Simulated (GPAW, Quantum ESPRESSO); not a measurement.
# Core-hole calculation of the Y L₃ edge in YSe (Fm-3m), part 2 of 4

Aim: the Y L₃ edge of YSe (Fm-3m) by two routes, a Lanczos recursion (XSpectra) and a sum over empty bands (GPAW), to see which features are robust.

Quantum ESPRESSO 7.5 and GPAW 26.7.0; core-hole supercells, plane-wave PAW LDA.

So far. Step 2 (Ground state of the crystal (Quantum ESPRESSO)): The mesh shows no gap, so the system is treated as a metal and the core electron is put at the Fermi level (neutral cell). Step 3 (Spectrum without a core hole, Y atom 1 (Quantum …): Main maxima below 30 eV (height): 2.5 eV (2.61), 7.2 eV (1.08), 10.8 eV (0.74), 16.0 eV (0.73) and 26.7 eV (0.68). At an L edge the dipole rule selects empty d (and weakly s) states on the absorber, and the strong line at the onset measures the empty part of its d band.

## 6. Supercell with XCH, Y atom 1 (Quantum ESPRESSO)

Level of this step: plane-wave PAW DFT, LDA, scalar-relativistic, self-consistent field (Quantum ESPRESSO).

The holes are 5.7 Å apart. The excited electron is kept in the cell, where it fills the lowest empty states and screens the hole.

scf.in reads:

```
&control
   calculation='scf', prefix='x', pseudo_dir='../pp', outdir='tmp', tprnfor=.true.
/
&system
   ibrav=0, nat=8, ntyp=3, nbnd=43
   ecutwfc=41, ecutrho=420
   occupations='smearing', smearing='mv', degauss=0.015
/
&electrons
   conv_thr=8.0e-08, electron_maxstep=120
   mixing_beta=0.5
/
ATOMIC_SPECIES
Y0 1.0 Y.lda-spn-kjpaw-2pch.UPF
Y 1.0 Y.lda-spn-kjpaw.UPF
Se 1.0 Se.lda-n-kjpaw.UPF
CELL_PARAMETERS angstrom
  0.00000000 -5.70300000 0.00000000
  -5.70300000 0.00000000 0.00000000
  0.00000000 0.00000000 -5.70300000
ATOMIC_POSITIONS crystal
Y0   0.50000000 0.50000000 0.50000000
Y    0.00000000 0.50000000 0.00000000
Y    0.50000000 0.00000000 0.00000000
Y    0.00000000 0.00000000 0.50000000
Se   0.00000000 0.00000000 0.00000000
Se   0.50000000 0.00000000 0.50000000
Se   0.00000000 0.50000000 0.50000000
Se   0.50000000 0.50000000 0.00000000
K_POINTS automatic
5 5 5 0 0 0
```

On the command line:

```sh
> OMP_NUM_THREADS=1 mpirun --oversubscribe --bind-to none -np 4 pw.x -nk 4 -in scf.in > scf.out
```

Numbers of over 12 decimals in the logs are rounded to 6 here.

Output:

```text
     [... banner and references ...]
[banner, memory and clock lines left out]
using ibrav=0 with symmetry is DISCOURAGED, use correct ibrav instead

     G-vector sticks info

     bravais-lattice index     =            0
     lattice parameter (alat)  =      10.7771  a.u.
     unit-cell volume          =    1251.7186 (a.u.)^3
     number of atoms/cell      =            8
     number of atomic types    =            3
     number of electrons       =        69.00
     number of Kohn-Sham states=           43
     kinetic-energy cutoff     =      41.0000  Ry
     charge density cutoff     =     420.0000  Ry
     scf convergence threshold =      8.0E-08
     mixing beta               =       0.5000
     number of iterations used =            8  plain     mixing
     Exchange-correlation= SLA  PZ   NOGX NOGC
                           (   1   1   0   0   0   0   0)

     celldm(1)=  10.777108  celldm(2)=   0.000000  celldm(3)=   0.000000
     celldm(4)=   0.000000  celldm(5)=   0.000000  celldm(6)=   0.000000

     crystal axes: (cart. coord. in units of alat)
               a(1) = (   0.000000  -1.000000   0.000000 )
               a(2) = (  -1.000000   0.000000   0.000000 )
               a(3) = (   0.000000   0.000000  -1.000000 )

     reciprocal axes: (cart. coord. in units 2 pi/alat)
               b(1) = ( -0.000000 -1.000000 -0.000000 )
               b(2) = ( -1.000000 -0.000000 -0.000000 )
               b(3) = ( -0.000000 -0.000000 -1.000000 )

     ../pp/Y.lda-spn-kjpaw-2pch.UPF
     Pseudo is Projector augmented-wave + core cor, Zval = 12.0
     Shape of augmentation charge: PSQ
[...]
iteration #  9     ecut=    41.00 Ry     beta= 0.50
     Davidson diagonalization with overlap
     ethr =  4.74E-10,  avg # of iterations =  4.3

     End of self-consistent calculation

          k =-0.0000-0.0000-0.0000 (  5497 PWs)   bands (ev):

   -36.8531 -31.8487 -31.8309 -31.8309 -15.9089 -15.9089 -15.9089 -12.0405
   -12.0405 -12.0405 -11.9494 -11.9494 -11.9494 -11.8842 -11.8842 -11.8842
    -3.5819  -2.9865  -2.9583  -2.9583   6.1544   6.1544   6.1544   7.7288
     7.7288   7.7288   7.8385   7.8385   7.8385   8.6872   8.6872   8.6872
     9.2951   9.2951   9.2951  11.1366  11.1366  11.1366  11.6181  11.6181
    12.3166  12.8370  12.8371

     [... bands of 9 further k-points ...]

     the Fermi energy is    11.5802 ev

!    total energy              =   -1840.00751963 Ry
     total all-electron energy =    -46315.181054 Ry
     estimated scf accuracy    <       0.00000001 Ry
     smearing contrib. (-TS)   =      -0.00521817 Ry
     internal energy E=F+TS    =   -1840.00230146 Ry

     The total energy is F=E-TS. E is the sum of the following terms:
     one-electron contribution =     -52.18395647 Ry
     hartree contribution      =      59.69617559 Ry
     xc contribution           =     -97.80190936 Ry
     ewald contribution        =    -331.39255671 Ry
     one-center paw contrib.   =   -1418.32005451 Ry

     convergence has been achieved in   9 iterations

     Forces acting on atoms (cartesian axes, Ry/au):

     atom    1 type  1   force =    -0.00000000   -0.00000000   -0.00000000
     atom    2 type  2   force =    -0.00000000   -0.00000000   -0.00000000
     atom    3 type  2   force =    -0.00000000   -0.00000000   -0.00000000
[...]
atom    7 type  3   force =    -0.00000000   -0.00000000   -0.00000000
     atom    8 type  3   force =    -0.00000000   -0.00000000   -0.00000000

     Total force =     0.000000     Total SCF correction =     0.000000

     XML data file, charge density, pseudopotentials, collected wavefunctions
```

It took 20 s on 4 MPI ranks of Arm Neoverse V2, shared host; peak memory 0.29 GiB; 78 s of CPU time.

Energy with the hole: -630150.140 eV, cores included.

## 7. Spectrum with XCH, Y atom 1 (Quantum ESPRESSO)

The Lanczos recursion gives the spectrum without computing empty bands; each polarisation needs a run of its own on the full k mesh. xe0 is set between filled and empty states, and states below it are cut, here at the Fermi level, which holds the excited electron. The file of filecore holds the core orbital, taken from the hole-free data set.

xspectra.in reads:

```
&input_xspectra
   calculation='xanes_dipole', edge='L3'
   prefix='x', outdir='tmp', xiabs=1, xe0=11.5802
   xonly_plot=.false., x_save_file='xanes.sav'
   xniter=3000, xcheck_conv=20, xerror=0.005
   xcoordcrys=.false., xepsilon(1)=1, xepsilon(2)=0, xepsilon(3)=0
/
&plot
   xnepoint=413, xemin=-10, xemax=45, terminator=.true., cut_occ_states=.true.
   xgamma=0.4
/
&pseudos
   filecore='../Y.wfc'
/
&cut_occ
   cut_desmooth=0.1, cut_stepl=0.05, cut_stepu=0.05, cut_ierror=1e-5
/
4 4 4 0 0 0
```

On the command line:

```sh
> OMP_NUM_THREADS=1 mpirun --oversubscribe --bind-to none -np 4 xspectra.x -nk 4 -in xspectra.in > xspectra.out
```

Output:

```text
     [... banner and references ...]
Reading input_file

     calculation: xanes_dipole

     xepsilon  [cartesian coordinates]:   1.000000   0.000000   0.000000

     xonly_plot: FALSE
        => complete calculation: Lanczos + spectrum plot

     filecore (core-wavefunction file): ../Y.wfc

     main plot parameters:
        cut_occ_states: TRUE
        gamma_mode:  constant
        -> using xgamma [eV]:  0.40
        xemin [eV]: -10.00
        xemax [eV]:  45.00
        xnepoint:  413
        xe0 [eV]:  11.580200 (energy zero read in input file)

     WARNING: variable ef_r is obsolete

                      Reading SCF save directory: x.save

     tmp/x.save/

     Exchange-correlation= PZ
                           (   1   1   0   0   0   0   0)

     G-vector sticks info

                           Getting the Fermi energy

     From SCF save directory:
        ehomo [eV]:   11.9386 (highest occupied level)
        elumo [eV]:   12.0525 (lowest occupied level)
        ef    [eV]:   11.9386

     -> ef (in eV) will be written in x_save_file

                           Energy zero of the spectrum

     -> ef will NOT be used as energy zero of the spectrum
       (because xe0 read in input file)

     G-vector sticks info

     bravais-lattice index     =            0
     lattice parameter (alat)  =      10.7771  a.u.
     unit-cell volume          =    1251.7186 (a.u.)^3
     number of atoms/cell      =            8
     number of atomic types    =            3
     number of electrons       =        69.00
     number of Kohn-Sham states=           43
     kinetic-energy cutoff     =      41.0000  Ry
     charge density cutoff     =     420.0000  Ry
     Exchange-correlation= PZ
                           (   1   1   0   0   0   0   0)

     celldm(1)=  10.777108  celldm(2)=   0.000000  celldm(3)=   0.000000
     celldm(4)=   0.000000  celldm(5)=   0.000000  celldm(6)=   0.000000

     crystal axes: (cart. coord. in units of alat)
               a(1) = (   0.000000  -1.000000   0.000000 )
               a(2) = (  -1.000000   0.000000   0.000000 )
               a(3) = (   0.000000   0.000000  -1.000000 )

     reciprocal axes: (cart. coord. in units 2 pi/alat)
               b(1) = ( -0.000000 -1.000000 -0.000000 )
               b(2) = ( -1.000000 -0.000000 -0.000000 )
               b(3) = ( -0.000000 -0.000000 -1.000000 )

     ../pp/Y.lda-spn-kjpaw-2pch.UPF
     Pseudo is Projector augmented-wave + core cor, Zval = 12.0
     Shape of augmentation charge: PSQ
     Using radial grid of 1223 points,  6 beta functions with:
                l(1) =   0
                l(2) =   0
                l(3) =   1
                l(4) =   1
                l(5) =   2
[...]
Q(r) pseudized with 0 coefficients

     ../pp/Y.lda-spn-kjpaw.UPF
     Pseudo is Projector augmented-wave + core cor, Zval = 11.0
     Shape of augmentation charge: PSQ
     Using radial grid of 1223 points,  6 beta functions with:
[...]
l(4) =   1
                l(5) =   2
                l(6) =   2
     Q(r) pseudized with 0 coefficients

     PseudoPot. #3 for Se:     Pseudo is Projector augmented-wave + core cor, Zval =  6.0

     atomic species   valence    mass     pseudopotential
     Y0               12.00     1.00000     Y ( 1.00)
     Y                11.00     1.00000     Y ( 1.00)
     Se                6.00     1.00000     Se( 1.00)

     48 Sym. Ops., with inversion, found

   Cartesian axes

     site n.     atom                  positions (alat units)
         1        Y0     tau(   1) = (  -0.5000000  -0.5000000  -0.5000000  )
         2        Y      tau(   2) = (  -0.5000000   0.0000000   0.0000000  )
         3        Y      tau(   3) = (   0.0000000  -0.5000000   0.0000000  )
         4        Y      tau(   4) = (   0.0000000   0.0000000  -0.5000000  )
         5        Se     tau(   5) = (   0.0000000   0.0000000   0.0000000  )
         6        Se     tau(   6) = (   0.0000000  -0.5000000  -0.5000000  )
[...]
k(    5) = (  -0.2500000  -0.0000000  -0.0000000), wk =   0.0312500
[...]
k(   62) = (  -0.7500000  -0.7500000  -0.2500000), wk =   0.0312500
        k(   63) = (  -0.7500000  -0.7500000  -0.5000000), wk =   0.0312500
        k(   64) = (  -0.7500000  -0.7500000  -0.7500000), wk =   0.0312500

     Dense  grid:   181955 G-vectors     FFT dimensions: (  72,  72,  72)

     Smooth grid:    44299 G-vectors     FFT dimensions: (  45,  45,  45)

     The potential is recalculated from file :
     tmp/x.save/charge-density

     Starting wfcs are   68 atomic wfcs
     Checking if some PAW data can be deallocated...

               Reading core wavefunction file for the absorbing atom

     ../Y.wfc successfully read

                              Attributing the PAW radii
                     for the absorbing atom [units: Bohr radius]

        PAW proj 1: r_paw(l= 0)= 2.10  (1.5*r_cut)
        PAW proj 2: r_paw(l= 0)= 2.10  (1.5*r_cut)
        PAW proj 3: r_paw(l= 1)= 2.40  (1.5*r_cut)
        PAW proj 4: r_paw(l= 1)= 2.40  (1.5*r_cut)
        PAW proj 5: r_paw(l= 2)= 2.70  (1.5*r_cut)
        PAW proj 6: r_paw(l= 2)= 2.70  (1.5*r_cut)

        NB: The calculation will not necessary use all these r_paw values.
            - For a edge in the electric-dipole approximation,
              only the r_paw(l=1) values are used.
            - For a K edge in the electric-quadrupole approximation,
              only the r_paw(l=2) values are used.

            - For a L2 or L3 edge in the electric-quadrupole approximation,

              all projectors (s, p and d) are used.

                          Starting XANES calculation
                     in the electric dipole approximation
     Method of calculation based on the Lanczos recursion algorithm
        - STEP 1: Construction of a kpoint-dependent Lanczos basis,
          in which the Hamiltonian is tridiagonal (each 'iter'
          corresponds to the calculation of one more Lanczos vector)
        - STEP 2: Calculation of the cross-section as a continued fraction
          averaged over the k-points.

     ... Begin STEP 1 ...

        Radial transition matrix element(s) used in the calculation of the
        initial vector of the Lanczos basis (|tilde{phi}_abs> normalized)
l =  2    Radial matrix element proj. ( 1)=    0.02889804
l =  2    Radial matrix element proj. ( 2)=    0.03610966
l =  0    Radial matrix element proj. ( 1)=    0.00964807
l =  0    Radial matrix element proj. ( 2)=    0.01098849
NB: the    16 k-point are not all listed below because npool=  4

               Lanczos Number                 1  of            4

        |-------------------------------------------------------------
        ! k-point #     1:  (-0.0000, -0.0000, -0.0000),  0.0312,   1
        |-------------------------------------------------------------
        |   Norm of the initial Lanczos vector: 0.20774796E-01
        |   Estimated error at iter     20:   1.00587758
        |   Estimated error at iter     40:   0.29137095
        |   Estimated error at iter     60:   0.58964934
        |   Estimated error at iter     80:   0.25712385
        |   Estimated error at iter    100:   0.21027559
[...]
!   => CONVERGED at iter    220 with error=  0.00437481
        |-------------------------------------------------------------
        ! k-point #     2:  (-0.0000, -0.0000, -0.2500),  0.0312,   1
        |-------------------------------------------------------------
        |   Norm of the initial Lanczos vector: 0.20774962E-01
[...]
|   Estimated error at iter    320:   0.02504993
        |   Estimated error at iter    340:   0.00762236
        |   Estimated error at iter    360:   0.00596898
        !   => CONVERGED at iter    380 with error=  0.00487498
        |-------------------------------------------------------------
     [... 61 further k-points ...]
        ! k-point #    16:  (-0.7500, -0.0000, -0.7500),  0.0312,   1
        |-------------------------------------------------------------
        |   Norm of the initial Lanczos vector: 0.20774901E-01

     Results of STEP 1 successfully written in x_save_file
     x_save_file name:
     ->  xanes.sav
     x_save_file version:  2

     ... End STEP 1 ...

     ... Begin STEP 2 ...

     The spectrum is calculated using the following parameters:
        xe0 [eV]:   11.5802
        the occupied states are elimintate from the spectrum
        xemin [eV]: -10.00
        xemax [eV]:  45.00
        xnepoint:  413
        constant broadening parameter [eV]:    0.400
        Core level energy [eV]:  -2080.
         (from electron binding energy of neutral atoms in X-ray data booklet)

     Cross-section successfully written in xanes.dat

     ... End STEP 2 ...

                                END JOB XSpectra
```

It took 71 s on 4 MPI ranks; peak memory 0.23 GiB; 4.7 min of CPU time.

The Y L₃ spectrum, Y atom 1, excited-electron core hole (neutral cell) (energy from the energy zero of the input (xe0, at the border of filled and empty states); intensity scaled to a mean of 1 over the first 20 eV; folded afterwards to Lorentzian half width 0.75 eV up to 4 eV, rising linearly to 1.75 eV at 25 eV; the points at xe0, where the cut of filled states can leave a spike, are interpolated):

| E (eV) | intensity |
| --- | --- |
| -2.0 | 0.34 |
| -1.5 | 0.48 |
| -1.0 | 0.74 |
| -0.5 | 1.27 |
| 0.0 | 2.25 |
| 0.5 | 2.98 |
| 1.0 | 2.83 |
| 1.5 | 2.75 |
| 2.0 | 2.76 |
| 2.5 | 2.36 |
| 3.0 | 1.77 |
| 3.5 | 1.32 |
| 4.0 | 1.12 |
| 4.5 | 0.95 |
| 5.0 | 0.81 |
| 5.5 | 0.76 |
| 6.0 | 0.80 |
| 6.5 | 0.84 |
| 7.0 | 0.85 |
| 7.5 | 0.84 |
| 8.0 | 0.79 |
| 8.5 | 0.71 |
| 9.0 | 0.64 |
| 9.5 | 0.61 |
| 10.0 | 0.63 |
| 10.5 | 0.64 |
| 11.0 | 0.60 |
| 11.5 | 0.58 |
| 12.0 | 0.57 |
| 12.5 | 0.55 |
| 13.0 | 0.54 |
| 13.5 | 0.55 |
| 14.0 | 0.57 |
| 14.5 | 0.62 |
| 15.0 | 0.67 |
| 15.5 | 0.69 |
| 16.0 | 0.68 |
| 16.5 | 0.65 |
| 17.0 | 0.61 |
| 17.5 | 0.57 |
| 18.0 | 0.55 |
| 18.5 | 0.54 |
| 19.0 | 0.52 |
| 19.5 | 0.52 |
| 20.0 | 0.53 |
| 20.5 | 0.53 |
| 21.0 | 0.53 |
| 21.5 | 0.52 |
| 22.0 | 0.52 |
| 22.5 | 0.52 |
| 23.0 | 0.54 |
| 23.5 | 0.56 |
| 24.0 | 0.58 |
| 24.5 | 0.60 |
| 25.0 | 0.63 |
| 25.5 | 0.65 |
| 26.0 | 0.66 |
| 26.5 | 0.65 |
| 27.0 | 0.62 |
| 27.5 | 0.58 |
| 28.0 | 0.56 |
| 28.5 | 0.54 |
| 29.0 | 0.53 |
| 29.5 | 0.52 |
| 30.0 | 0.51 |
| 30.5 | 0.49 |
| 31.0 | 0.47 |
| 31.5 | 0.45 |
| 32.0 | 0.45 |

Main maxima below 30 eV (height): 0.5 eV (3.00), 1.7 eV (2.80), 7.1 eV (0.85), 15.6 eV (0.69) and 25.9 eV (0.66). 

## 8. The field without a hole (GPAW)

The second program starts from its own ground state, on the same cell and functional.

scf.py reads:

```python
import numpy as np
from ase import Atoms
from ase.parallel import parprint, paropen
from gpaw import GPAW, PW, FermiDirac, Mixer, MixerDif, setup_paths
from gpaw.test import gen
setup_paths.insert(0, '.')
gen('Y', name='nch2p', xcname='LDA', corehole=(2, 1, 0), write_xml=True)
from gpaw.mpi import world
world.barrier()

atoms = Atoms('YSe',
    cell=[[0, 2.8515, 2.8515],
     [2.8515, 0, 2.8515],
     [2.8515, 2.8515, 0]],
    scaled_positions=[[0.5, 0.5, 0.5],
     [0, 0, 0]],
    pbc=True)
atoms.calc = calc = GPAW(legacy_gpaw=True, mode=PW(500, force_complex_dtype=True), xc='LDA', setups={0: 'nch2p'},
    kpts={'size': (8, 8, 8), 'gamma': True}, occupations=FermiDirac(0.05),
    charge=0, mixer=Mixer(0.1, 5, 50), maxiter=150,
    convergence={'density': 0.0001, 'eigenstates': 1e-6}, txt='scf.txt')
energy = atoms.get_potential_energy() + calc.get_reference_energy()
ef = calc.get_fermi_level()
out = dict(energy=energy, fermi=ef, forces=atoms.get_forces().tolist())
parprint(f'all-electron energy {energy:.4f} eV, Fermi level {ef:.4f} eV')
ev = np.array([[calc.get_eigenvalues(k, s) for k in range(len(calc.get_ibz_k_points()))] for s in range(calc.get_number_of_spins())])
out['homo'], out['lumo'], out['counts'] = ev[ev < ef].max(), ev[ev > ef].min(), sorted(set((ev < ef).sum((0, 2)).tolist()))
out['filled'] = (ev[:, 0] < ef).sum(1).tolist()
import json
with paropen('out.json', 'w') as f:
    json.dump(out, f)
```

On the command line:

```sh
> OMP_NUM_THREADS=1 mpirun -n 4 gpaw python scf.py
```

Output:

```text
Input parameters:
  convergence: {density: 0.0001,
                eigenstates: 1e-06}
  kpts: {gamma: True,
         size: (8, 8, 8)}
  maxiter: 150
  mixer: {backend: pulay,
          beta: 0.1,
          method: separate,
          nmaxold: 5,
          weight: 50}
  mode: {ecut: 500.0,
         force_complex_dtype: True,
         name: pw}
  occupations: {fixmagmom: False,
                name: fermi-dirac,
[...]
5s(2) :    -0.155371     0.971849
4p(6) :    -1.027192     0.548140
5p(0) :    -0.054980     0.976393
4d(1) :    -0.097195     0.865310
*d    :     0.902805
--------------------------------

Diagonalizing with gridspacing h=0.050

state   all-electron     PAW
-------------------------------
4s:      -1.763072    -1.763529
4p:      -1.027192    -1.027856
4d:      -0.097195    -0.097523
*f:                    0.059866
-------------------------------
all-electron energy -158018.2797 eV, Fermi level 9.2682 eV
[key lines of the parts left out:]
Converged after 11 iterations.
Dipole moment: (-0.000000, -0.000000, -0.000000) |e|*Ang
Free energy:    -13.225556
Fermi level: 9.26824
```

Wall time 4.9 s (4 MPI ranks); peak memory 0.17 GiB; 19 s of CPU time.

The mesh shows no gap, so the system is treated as a metal and the core electron is put at the Fermi level (neutral cell).

(Continued in part 3 of 4.)

[Banner, clock and machine lines of the logs are left out without a mark of their own.]

[Logs are printed without paths, hosts, clocks, repeated set-up lines and the standing remarks that a program may print on its own settings, such as how far it seeks lower states.]

[Hosts, paths, dates, database ids (printed as entryN), source tags and the programs' standing remarks are cut or masked in the printed files.]

[Lists of maxima count a maximum above −3 eV only where it reaches 4 % of the highest in the window and stands out from its surroundings by 2 % of it (1.5 % where it reaches 55 %); shoulders and weaker maxima are passed over, and of the rest the first, up to two pre-edge ones and the few strongest are named.]
